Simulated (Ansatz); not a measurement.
# Σ9 (221) boundary in fcc Pt, starting shift (0.25, 0.5): structure and resistance

Wanted: what the Σ9 (221) boundary in fcc Pt, starting shift (0.25, 0.5) costs an interconnect.

Main program and level: Ansatz 0.2.0; Ansatz plane-wave DFT, PBE, PAW files; relaxation of a bicrystal slab with its lowest layers held; PAW set soft_1, in the first sound run; inputs show where later runs differ.

This is a report of a sequence of runs, with most program output left out.

### 1. Set-up

The cell holds 29 atoms: 29 Pt. Its edges and angles: a = 2.773 Å, b = 8.319 Å, c = 30.655 Å, α = 90.0°, β = 90.0°, γ = 90.0°. It derives from Pt. built on the (2 2 1) plane; 2 overlapping atoms removed and the grains opened by 0.7 Å. Vacuum lies along c.

### 2. Relaxing the bicrystal

The boundary is built by mirroring the lower grain in the boundary plane and removing any atoms that overlap. A thin bicrystal slab is relaxed first, with the lowest layers held and the upper grain free to shift and open.

Contents of input.yaml:

```yaml
crystal:
  lattice:
    - [2.7731313745, 0.0, 0.0]
    - [0.0, 8.3193941234, 0.0]
    - [0.0, 0.0, 30.6553666657]
  atoms:
    - { symbol: Pt, position: [0.5000000002, 0.388888889, 0.1631035784] }
    - { symbol: Pt, position: [2.0e-10, 0.6666666667, 0.1844255655] }
    - { symbol: Pt, position: [0.5000000002, 0.9444444445, 0.2057475526] }
    - { symbol: Pt, position: [2.0e-10, 0.2222222223, 0.2270695398] }
    - { symbol: Pt, position: [0.5000000002, 0.5000000001, 0.2483915269] }
    - { symbol: Pt, position: [1.0e-10, 0.7777777778, 0.269713514] }
    - { symbol: Pt, position: [0.5000000001, 0.0555555556, 0.2910355011] }
    - { symbol: Pt, position: [1.0e-10, 0.3333333334, 0.3123574883] }
[... 17 atom lines left out ...]
    - { symbol: Pt, position: [0.7500000002, 0.888888889, 0.7403097446] }
    - { symbol: Pt, position: [0.2500000003, 0.6111111112, 0.7616317317] }
    - { symbol: Pt, position: [0.7500000003, 0.3333333334, 0.7829537188] }
    - { symbol: Pt, position: [0.2500000003, 0.0555555557, 0.8042757059] }
kpoints:
  mp_grid: { grid: [8, 3, 1] }
hamiltonian:
  xc: pbe
  pseudopotentials: { kind: paw, azcp: { folder: soft_1 } }
scf:
  occupations: { method: fermi_dirac, width: 0.1 }
relax:
  f_tol: 0.03
  max_steps: 80
  constraints: [{ sites: [0, 1, 2, 3, 4] }]
```

Started as:

```bash
ansatz run input.yaml --threads 4 --pin off --max-ram 15360MiB --backend cpu --events-out ev --progress --plain --runs-dir out
```

Run time: 28 min. Hardware: 4 threads of Arm Neoverse V1, shared host; peak memory 4.9 GiB; 1.8 h of CPU time.

Step by step:

| step | energy less that of the first step (eV) | largest force component (eV/Å) |
| --- | --- | --- |
| 1 | 0.0000 | 1.9521 |
| 2 | -1.1244 | 0.9860 |
| 3 | -1.7446 | 0.7370 |
| 4 | -2.0891 | 0.6116 |
| 5 | -2.3319 | 0.1936 |
| 6 | -2.5039 | 0.1788 |
| 7 | -2.6051 | 0.0630 |
| 8 | -2.6704 | 0.0688 |
| 9 | -2.7168 | 0.1185 |
| 10 | -2.7544 | 0.1150 |
| 11 | -2.7784 | 0.0533 |
| 12 | -2.7855 | 0.0585 |
| 13 | -2.7871 | 0.0398 |
| 14 | -2.7878 | 0.0108 |

The atoms that moved most (Å):

| atom | dx | dy | dz | length |
| --- | --- | --- | --- | --- |
| Pt19 | -0.678 | 1.140 | -0.672 | 1.487 |
| Pt16 | -0.684 | 1.149 | -0.644 | 1.484 |
| Pt29 | -0.673 | 1.152 | -0.626 | 1.474 |
| Pt17 | -0.682 | 1.080 | -0.712 | 1.462 |
| Pt20 | -0.676 | 1.111 | -0.638 | 1.449 |
| Pt18 | -0.679 | 1.091 | -0.589 | 1.414 |
| Pt21 | -0.675 | 1.096 | -0.551 | 1.400 |
| Pt24 | -0.673 | 1.078 | -0.543 | 1.382 |

This step gave:

| Quantity | Value |
| --- | --- |
| free energy | -363211.4625 eV |
| energy at zero smearing | -363210.6630 eV |
| Fermi energy | 12.29 eV |

The largest force component on a free atom ends at 0.011 eV/Å, under the tolerance of 0.03, after 14 steps.

### 3. Transmission across the boundary

Bulk layers of each grain are laid under and over the relaxed boundary, and a lead is named in the middle of each, away from the free faces. The mesh across the current, 22×8, is finer than the density's, because channels open and close sharply across the zone. Energies from -0.1 to 0.1 eV in steps of 0.05 eV are too few for the program's thermal sum, so it prints no conductance; for a metal the transmission near the Fermi level serves, at a fraction of the cost.

This step: Ansatz plane-wave DFT, PBE, PAW files; ballistic transport by layer matching (Landauer), zero bias; boundary relaxed in a short slab, bulk layers laid on; PAW set soft_1 (Ansatz 0.2.0).

System of this step: Σ9 (221) boundary in fcc Pt, starting shift (0.25, 0.5). The cell holds 66 atoms: 66 Pt. Cell: a = 2.773 Å, b = 8.319 Å, c = 51.255 Å, α = 90.0°, β = 90.0°, γ = 90.0°. It derives from Pt. Regions: lower grain, 27 atoms (27 Pt); boundary, 18 atoms (18 Pt); upper grain, 21 atoms (21 Pt). Vacuum lies along c.

Contents of input.yaml:

```yaml
crystal:
  lattice:
    - [2.7731313745, 0.0, 0.0]
    - [0.0, 8.3193941234, 0.0]
    - [0.0, 0.0, 51.2553177377]
  atoms:
    - { symbol: Pt, position: [-17.9999999993, -9.9999999997, 0.0780406829] }
    - { symbol: Pt, position: [-17.4999999993, -9.7222222219, 0.0907931809] }
    - { symbol: Pt, position: [-16.9999999993, -9.4444444442, 0.1035456788] }
    - { symbol: Pt, position: [-16.4999999994, -9.1666666664, 0.1162981767] }
    - { symbol: Pt, position: [-15.9999999994, -8.8888888886, 0.1290506746] }
    - { symbol: Pt, position: [-15.4999999994, -8.6111111109, 0.1418031726] }
    - { symbol: Pt, position: [-14.9999999994, -8.3333333331, 0.1545556705] }
    - { symbol: Pt, position: [-14.4999999994, -8.0555555553, 0.1673081684] }
[... 54 atom lines left out ...]
    - { symbol: Pt, position: [-13.4930045903, -6.8771750334, 0.8837018233] }
    - { symbol: Pt, position: [-13.9930045903, -7.1549528112, 0.8964543212] }
    - { symbol: Pt, position: [-14.4930045903, -7.4327305889, 0.9092068191] }
    - { symbol: Pt, position: [-14.9930045903, -7.7105083667, 0.9219593171] }
kpoints:
  mp_grid: { grid: [9, 3, 1] }
hamiltonian:
  xc: pbe
  pseudopotentials: { kind: paw, azcp: { folder: soft_1 } }
scf:
  occupations: { method: fermi_dirac, width: 0.1 }
output:
  transmission:
    leads: [[14, 15], [54, 55]]
    kmesh: [22, 8]
    e_range: [-0.1, 0.1]
    de: 0.05
  write_potential: true
  write_density: true
  volumetric_format: npy
  elf: true
```

Wall time 41 min (4 threads); peak memory 12 GiB; 2.6 h of CPU time.

This step gave:

```yaml
free_energy: -826626.1596 eV
energy_at_zero_smearing: -826624.3686 eV
fermi_energy: 18.79 eV
cell_area: 23.07 Å²
transmission_per_spin_nearest_the_fermi_level: 2.774
open_channels_per_spin_nearest_the_fermi_level: 6.074
open_channels_per_spin_upper_lead: 6.085
step_of_the_lead_s_potential: 27.6 meV
step_of_the_upper_lead_s_potential: 25.5 meV
```

Per spin. The transmission, zone mean by energy, zero at the Fermi level:

| energy (eV) | transmission, zone mean |
| --- | --- |
| -0.1000 | 2.94 |
| -0.0500 | 2.86 |
| 0.0000 | 2.77 |
| 0.0500 | 2.60 |
| 0.1000 | 2.44 |

Per spin. The open channels, zone mean by energy, zero at the Fermi level:

| energy (eV) | lead | upper lead |
| --- | --- | --- |
| -0.1000 | 6.93 | 6.92 |
| -0.0500 | 6.56 | 6.53 |
| 0.0000 | 6.07 | 6.09 |
| 0.0500 | 5.44 | 5.43 |
| 0.1000 | 4.94 | 4.94 |

Transmission over k1 and k2. At 0.0000 eV from the Fermi level.

Values, 8 rows by 16 columns, each cell a mean:
```
3.78 2.82 2.50 3.20 2.90 2.34 2.18 3.30 5.03 2.94 2.09 2.48 2.99 3.09 2.40 3.14
3.36 2.79 2.75 3.05 2.47 1.90 2.51 2.52 4.03 2.43 2.49 1.87 2.62 3.06 2.70 2.88
2.53 2.63 2.76 2.58 2.27 2.67 2.41 2.29 3.83 2.20 2.59 2.53 2.30 2.70 2.72 2.61
1.42 1.83 1.63 2.74 3.35 2.89 2.16 3.53 4.24 2.99 2.27 3.12 3.36 2.30 1.68 1.76
2.53 2.62 2.76 2.58 2.26 2.66 2.41 2.29 3.83 2.20 2.59 2.54 2.30 2.70 2.72 2.61
3.37 2.80 2.75 3.05 2.47 1.88 2.49 2.52 4.03 2.45 2.52 1.88 2.63 3.06 2.70 2.86
3.77 2.83 2.51 3.20 2.87 2.31 2.16 3.29 5.03 2.95 2.11 2.51 3.01 3.08 2.38 3.14
3.74 1.86 2.17 3.32 3.20 2.95 3.20 3.78 4.81 3.63 3.10 2.98 3.26 3.14 1.67 2.45
```
Columns: k1 (b1) from -0.5 to 0.455; rows upwards: k2 (b2) from -0.5 to 0.375.

Open channels over k1 and k2. At 0.0000 eV from the Fermi level.

Ten even steps from '0' (4.0) to '9' (10.0):
```
9631131003686300131136
3335110133151331011533
3335556330151033655533
3305688600555006886503
3335556330151033655533
3335110133151331011533
9631131003686300131136
9600333333666333333006
```
Columns: k1 (b1) from -0.5 to 0.455; rows upwards: k2 (b2) from -0.5 to 0.375.

Electrostatic potential energy in the cb plane at fractional x = 0.000, with atoms of Pt within 0.2 Å of it. With pseudopotentials it is smooth inside the atoms' cores, unlike the true potential.

Ten even steps from '0' (-53 eV) to '9' (24 eV), each cell a mean:
```
99999999999998656898400027998778999999999999
89999999999999989998510038974226899999999999
79998899999999999999753368861002799999999999
79864578999999999999988889851002799999999999
88720037999999999999999999973114899999999999
98510017998778999999999999987668999999999999
99620037984224899999999999999999999999999999
99863468862001699988899999999999999999999999
99988889961001688744689999999999999999999999
99999999984114897300269999999999999999999999
99999999998668997200158987678999999999999999
99999999999999997300268851137999999999999999
88899999999999998744689720015899888999999999
43579999999999999988899730015897435799999999
00158999999999999999999862247984001589999999
00048986568999999999999987789983000489999999
10268852126899999999999999999985102689999999
54689830004899878999999999999998546899999999
88999840004897424799999999999999989999999999
99999963237884100489998999999999999999999999
99999998789984000389865689999999999999999999
99999999999986201588620148999999999999999999
```
Columns run along c (16.0 Å, from fractional 0.69 to 1.00 of the cell; values clipped at the 3rd and 97th percentile), rows up along b (8.3 Å). Atoms in or near the plane, at fractional coordinates: Pt at (0.69, 0.29), Pt at (0.72, 0.73), Pt at (0.74, 0.18), Pt at (0.77, 0.62), Pt at (0.79, 0.07), Pt at (0.82, 0.51), Pt at (0.85, 0.96), Pt at (0.87, 0.40), Pt at (0.90, 0.85), Pt at (0.92, 0.29).

ELF in the cb plane at fractional x = 0.000, with atoms of Pt within 0.2 Å of it. It is the smooth field of the valence electrons, not physical close to the nuclei.

Values, 12 rows by 16 columns, each cell a mean:
```
0.25 0.23 0.15 0.25 0.24 0.33 0.26 0.43 0.56 0.29 0.36 0.35 0.12 0.01 0.00 0.00
0.27 0.29 0.25 0.26 0.19 0.18 0.25 0.32 0.41 0.28 0.55 0.48 0.17 0.02 0.00 0.00
0.29 0.53 0.41 0.25 0.23 0.21 0.26 0.17 0.23 0.25 0.49 0.40 0.17 0.03 0.00 0.00
0.26 0.55 0.42 0.33 0.50 0.27 0.24 0.17 0.24 0.23 0.24 0.27 0.18 0.04 0.00 0.00
0.24 0.32 0.27 0.39 0.57 0.32 0.34 0.35 0.25 0.20 0.16 0.28 0.21 0.05 0.01 0.00
0.20 0.17 0.25 0.30 0.43 0.27 0.51 0.49 0.25 0.30 0.23 0.27 0.21 0.07 0.01 0.00
0.24 0.21 0.26 0.18 0.22 0.25 0.46 0.42 0.33 0.56 0.33 0.25 0.26 0.12 0.02 0.00
0.50 0.29 0.24 0.17 0.23 0.24 0.23 0.25 0.31 0.57 0.35 0.39 0.48 0.19 0.04 0.00
0.58 0.35 0.32 0.37 0.25 0.22 0.15 0.25 0.24 0.34 0.25 0.48 0.55 0.22 0.04 0.00
0.44 0.28 0.48 0.53 0.25 0.30 0.24 0.26 0.17 0.20 0.24 0.36 0.42 0.17 0.03 0.00
0.22 0.25 0.43 0.45 0.30 0.55 0.37 0.25 0.23 0.23 0.26 0.19 0.17 0.08 0.02 0.00
0.21 0.25 0.22 0.26 0.29 0.56 0.39 0.35 0.49 0.26 0.25 0.17 0.06 0.02 0.00 0.00
```
Columns run along c (16.0 Å, from fractional 0.69 to 1.00 of the cell), rows up along b (8.3 Å). Atoms in or near the plane, at fractional coordinates: Pt at (0.69, 0.29), Pt at (0.72, 0.73), Pt at (0.74, 0.18), Pt at (0.77, 0.62), Pt at (0.79, 0.07), Pt at (0.82, 0.51), Pt at (0.85, 0.96), Pt at (0.87, 0.40), Pt at (0.90, 0.85), Pt at (0.92, 0.29).

Valence density in the cb plane at fractional x = 0.000, with atoms of Pt within 0.2 Å of it. It is the smooth field of the valence electrons, not physical close to the nuclei.

Values in units of 1e0 e/Å³, 12 rows by 16 columns, each cell a mean:
```
0.3 0.3 0.2 0.3 0.3 1.0 0.5 3.5 8.1 0.7 1.7 1.0 0.0 0.0 0.0 0.0
0.5 0.7 0.4 0.3 0.2 0.2 0.3 1.0 2.4 0.6 7.2 4.2 0.1 0.0 0.0 0.0
0.6 6.1 2.8 0.3 0.4 0.3 0.3 0.2 0.3 0.4 4.1 2.3 0.1 0.0 0.0 0.0
0.5 6.7 3.1 1.2 4.1 0.5 0.3 0.2 0.3 0.3 0.4 0.3 0.1 0.0 0.0 0.0
0.3 0.9 0.5 2.5 8.8 1.0 1.5 1.3 0.3 0.2 0.2 0.3 0.1 0.0 0.0 0.0
0.2 0.2 0.3 0.8 2.6 0.5 6.1 5.3 0.4 0.7 0.3 0.3 0.1 0.0 0.0 0.0
0.4 0.2 0.3 0.2 0.3 0.3 3.5 3.0 1.1 6.9 1.4 0.3 0.3 0.0 0.0 0.0
4.3 0.7 0.3 0.2 0.3 0.3 0.4 0.4 1.1 7.6 1.6 2.1 3.3 0.2 0.0 0.0
9.2 1.5 1.2 1.6 0.3 0.2 0.2 0.3 0.3 1.0 0.4 4.6 7.3 0.3 0.0 0.0
2.7 0.6 5.0 6.4 0.4 0.7 0.4 0.3 0.2 0.2 0.3 1.4 2.1 0.1 0.0 0.0
0.3 0.3 2.8 3.6 0.8 6.6 2.1 0.3 0.3 0.3 0.3 0.2 0.1 0.0 0.0 0.0
0.3 0.3 0.3 0.4 0.7 7.3 2.3 1.6 3.8 0.4 0.3 0.1 0.0 0.0 0.0 0.0
```
Columns run along c (16.0 Å, from fractional 0.69 to 1.00 of the cell), rows up along b (8.3 Å). Atoms in or near the plane, at fractional coordinates: Pt at (0.69, 0.29), Pt at (0.72, 0.73), Pt at (0.74, 0.18), Pt at (0.77, 0.62), Pt at (0.79, 0.07), Pt at (0.82, 0.51), Pt at (0.85, 0.96), Pt at (0.87, 0.40), Pt at (0.90, 0.85), Pt at (0.92, 0.29).

Over the solved energies the transmission per spin lies between 2.44 and 2.94, out of 5.99 channels of the lead on average (up to 6.93). The log calls the step of a lead's potential too much.

### 4. Specific resistance

This step: Ansatz plane-wave DFT, PBE, PAW files; ballistic transport by layer matching (Landauer), zero bias; specific resistance of the boundary; PAW set soft_1 (Ansatz 0.2.0).

Numbers from this step:

```yaml
area_resistance: 0.5955 fΩ m²
t_over_the_leads_mean_channel_count: 0.4552
```

Averaged over the energies near the Fermi level, 45.5 % of the channels pass, which makes 0.595 fΩ m².

By hand, with T and the leads' channels N averaged over the energies near the Fermi level: RA = A (h/2e²)(1/T − ½[1/N₁ + 1/N₂]) = 23.07×10⁻²⁰ m² × 12 906 Ω × (1/2.724 − ½[1/5.987 + 1/5.981]) = 0.595 fΩ m².

### 5. Single-crystal slab for reference

The free faces cost energy too. A single-crystal slab with the same faces and held layers is relaxed, so that they cancel.

This step: Ansatz plane-wave DFT, PBE, PAW files; relaxation of a single-crystal slab with its lowest layers held; PAW set soft_1 (Ansatz 0.2.0).

System of this step: Pt slab, plane (2, 2, 1). The cell holds 30 atoms: 30 Pt. Its edges and angles: a = 2.773 Å, b = 8.319 Å, c = 29.955 Å, α = 90.0°, β = 90.0°, γ = 90.0°. It derives from Pt. Vacuum lies along c.

Contents of input.yaml:

```yaml
crystal:
  lattice:
    - [2.7731313745, 0.0, 0.0]
    - [0.0, 8.3193941234, 0.0]
    - [0.0, 0.0, 29.9553666657]
  atoms:
    - { symbol: Pt, position: [0.5000000005, 0.9444444446, 0.1669149991] }
    - { symbol: Pt, position: [5.0e-10, 0.2222222224, 0.1887352405] }
    - { symbol: Pt, position: [0.5000000005, 0.5000000002, 0.210555482] }
    - { symbol: Pt, position: [5.0e-10, 0.777777778, 0.2323757234] }
    - { symbol: Pt, position: [0.5000000005, 0.0555555557, 0.2541959649] }
    - { symbol: Pt, position: [4.0e-10, 0.3333333335, 0.2760162063] }
    - { symbol: Pt, position: [0.5000000004, 0.6111111113, 0.2978364478] }
    - { symbol: Pt, position: [4.0e-10, 0.888888889, 0.3196566892] }
[... 18 atom lines left out ...]
    - { symbol: Pt, position: [0.5000000001, 0.1666666667, 0.7342412767] }
    - { symbol: Pt, position: [0.0, 0.4444444445, 0.7560615182] }
    - { symbol: Pt, position: [0.5, 0.7222222222, 0.7778817596] }
    - { symbol: Pt, position: [0.0, 0.0, 0.7997020011] }
kpoints:
  mp_grid: { grid: [8, 3, 1] }
hamiltonian:
  xc: pbe
  pseudopotentials: { kind: paw, azcp: { folder: soft_1 } }
scf:
  occupations: { method: fermi_dirac, width: 0.1 }
relax:
  f_tol: 0.03
  max_steps: 80
  constraints: [{ sites: [0, 1, 2, 3, 4] }]
```

The job ended after 11 min (4 threads; peak memory 4.5 GiB).

Step by step:

| step | energy less that of the first step (eV) | largest force component (eV/Å) |
| --- | --- | --- |
| 1 | 0.0000 | 1.0539 |
| 2 | -0.2572 | 0.2828 |
| 3 | -0.4183 | 0.0950 |
| 4 | -0.4868 | 0.0356 |
| 5 | -0.4920 | 0.0330 |
| 6 | -0.4943 | 0.0144 |
| 7 | -0.4950 | 0.0051 |

The atoms that moved most (Å):

| atom | dx | dy | dz | length |
| --- | --- | --- | --- | --- |
| Pt27 | 0.000 | 0.311 | 0.595 | 0.671 |
| Pt28 | 0.000 | 0.255 | 0.545 | 0.602 |
| Pt24 | 0.000 | 0.187 | 0.447 | 0.485 |
| Pt29 | 0.000 | 0.160 | 0.452 | 0.479 |
| Pt25 | 0.000 | 0.193 | 0.388 | 0.433 |
| Pt23 | 0.000 | 0.235 | 0.360 | 0.430 |
| Pt26 | 0.000 | 0.252 | 0.346 | 0.428 |
| Pt22 | 0.000 | 0.204 | 0.352 | 0.406 |

The relaxed structure:

```cif
data_structure
_symmetry_space_group_name_H-M 'P 1'
_symmetry_Int_Tables_number 1
_cell_length_a 2.7731
_cell_length_b 8.3194
_cell_length_c 29.9554
_cell_angle_alpha 90.000
_cell_angle_beta 90.000
_cell_angle_gamma 90.000
_cell_volume 691.09
loop_
_atom_site_label
_atom_site_type_symbol
_atom_site_fract_x
_atom_site_fract_y
_atom_site_fract_z
_atom_site_occupancy
Pt1 Pt 0.50000 0.94444 0.16691 1
Pt2 Pt 0.00000 0.22222 0.18874 1
Pt3 Pt 0.50000 0.50000 0.21056 1
Pt4 Pt 0.00000 0.77778 0.23238 1
Pt5 Pt 0.50000 0.05556 0.25420 1
Pt6 Pt 0.00000 0.33777 0.27870 1
Pt7 Pt 0.50000 0.61911 0.30043 1
Pt8 Pt 0.00000 0.89792 0.32269 1
Pt9 Pt 0.50000 0.17555 0.34482 1
Pt10 Pt 0.00000 0.45561 0.36771 1
Pt11 Pt 0.50000 0.73538 0.39003 1
Pt12 Pt 0.00000 0.01454 0.41253 1
Pt13 Pt 0.50000 0.29278 0.43498 1
Pt14 Pt 0.00000 0.57090 0.45749 1
Pt15 Pt 0.50000 0.84903 0.47974 1
Pt16 Pt 0.00000 0.12838 0.50218 1
Pt17 Pt 0.50000 0.40691 0.52521 1
Pt18 Pt 0.00000 0.68485 0.54772 1
Pt19 Pt 0.50000 0.96371 0.56915 1
Pt20 Pt 0.00000 0.24253 0.59213 1
Pt21 Pt 0.50000 0.52010 0.61529 1
Pt22 Pt 0.00000 0.80225 0.63688 1
Pt23 Pt 0.50000 0.08381 0.65898 1
Pt24 Pt 0.00000 0.35582 0.68371 1
Pt25 Pt 0.50000 0.63430 0.70355 1
Pt26 Pt 0.00000 0.91915 0.72397 1
Pt27 Pt 0.50000 0.20402 0.75410 1
Pt28 Pt 0.00000 0.47511 0.77425 1
Pt29 Pt 0.50000 0.74144 0.79297 1
Pt30 Pt 0.00000 0.01143 0.81098 1
```

Numbers from this step:

- free energy: -375737.0797 eV
- energy at zero smearing: -375736.2111 eV
- Fermi energy: 13.35 eV

The largest force component on a free atom ends at 0.0051 eV/Å, under the tolerance of 0.03, after 7 steps.

### 6. Bulk reference

The perfect crystal gives the energy per atom, for the atoms by which bicrystal and slab differ.

This step: Ansatz plane-wave DFT, PBE, PAW files; bulk reference; PAW set soft_1 (Ansatz 0.2.0).

System of this step: Pt. It takes space group Fm-3m (No. 225, cubic). Conventional cell: a = 3.922 Å, b = 3.922 Å, c = 3.922 Å, α = 90.00°, β = 90.00°, γ = 90.00°. Pt has 12 Pt at 2.77 Å nearest.

input.yaml, the sections that differ from step 5:

```yaml
crystal:
  lattice:
    - [0.0, 1.9609, 1.9609]
    - [1.9609, 0.0, 1.9609]
    - [1.9609, 1.9609, 0.0]
  atoms:
    - { symbol: Pt, position: [0.0, 0.0, 0.0] }
kpoints:
  mp_grid: { grid: [19, 19, 19] }
# hamiltonian, scf: as in step 5
# relax: removed
```

It took 0.7 s on 4 threads; peak memory 0.28 GiB; 2.2 s of CPU time.

This step gave:

```yaml
free_energy: -12524.7213 eV
energy_at_zero_smearing: -12524.6942 eV
fermi_energy: 23.41 eV
```

### 7. Boundary energy

This step: Ansatz plane-wave DFT, PBE, PAW files; bicrystal less single-crystal slab less bulk atoms, a boundary area; PAW set soft_1 (Ansatz 0.2.0).

This step gave:

* excess energy of the cell: 0.8539 eV
* boundary energy: 0.5930 J/m²

The boundary costs 0.59 J/m².

By hand: 0.854 eV / 23.07 Å² × 16.02 = 0.593 J/m².

### 8. Results

- specific resistance of the boundary: 0.595 fΩ m²
- share of channels that pass: 0.455
- boundary energy: 0.593 J/m²

In words: The boundary has a specific resistance of 0.60 fΩ m² and an energy of 0.59 J/m². The boundary reflects 54 % of the channels; 0.60 fΩ m² is 6.0×10⁻¹² Ω·cm². That equals the resistance of 5.5 nm of bulk Pt at 300 K (measured 10.8 µΩ cm, CRC Handbook of Chemistry and Physics, 84th ed., 2003, Electrical Resistivity of Pure Metals). In the relaxation the upper grain slid sideways by about 1.3 Å, so the result belongs to the position that it found, not to the starting one. One starting structure was relaxed; another shift or atom count at the boundary may lie lower. Spin-orbit coupling is left out, which matters for Pt. A lead's potential steps by up to 28 meV from period to period, which the log calls too much, so longer leads could move the result.

[Logs are printed without paths, hosts, clocks, repeated set-up lines and the standing remarks that a program may print on its own settings, such as how far it seeks lower states.]

[Hosts, paths, dates, database ids (printed as entryN), source tags and the programs' standing remarks are cut or masked in the printed files.]
